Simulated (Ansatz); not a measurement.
Rows from a G0W0 calculation on TiO2 (Rutile) (Ansatz 0.2.0; G0W0 on PBE, plane waves, PAW; 6×6×10 mesh, 163 empty bands, screening to 110 eV, hard PAW files), in eV. Spin-orbit coupling is left out.

```
row                        k  band   start       Σx  Σc at the solution      Vxc
  A  (0.000, -0.500, -0.500)    v1   8.037  -25.423               4.879  -20.359
  B                        Γ    c2  11.270  -13.397              -6.666  -21.307
  C                        Γ    v1   9.070  -26.103               4.698  -21.327
  D  (0.000, -0.500, -0.500)    c1  10.998  -13.141              -6.815  -21.192
  E                        Γ    c1  10.962  -13.439              -6.921  -21.695
  F                        Γ    v2   8.628  -26.137               4.491  -21.558
```

Question: Give the quasiparticle energies and the shift of each level.

The quasiparticle equation reads E = start + Σx + Σc(E) − Vxc.

```
row  E (eV)  shift (eV)
  A   7.852      −0.185
  B  12.514      +1.244
  C   8.993      −0.078
  D  12.234      +1.237
  E  12.297      +1.335
  F   8.539      −0.089
```

The gap over the computed points goes from 1.89 eV to 3.24 eV.

Limits: not at the basis limit.

[Paths, hosts, dates, memory and timing lines, banners, echoed tables and standing remarks are left out of the program output.]

[Logs are printed without paths, hosts, clocks, repeated set-up lines and the standing remarks that a program may print on its own settings, such as how far it seeks lower states.]

[Runs of the session that timed out or met a known fault of the program may be left out.]

[Cells called generated may have been cut or substituted from an entry of the Crystallography Open Database or the Materials Project.]

[Hosts, paths, dates, database ids (printed as entryN), source tags and the programs' standing remarks are cut or masked in the printed files.]
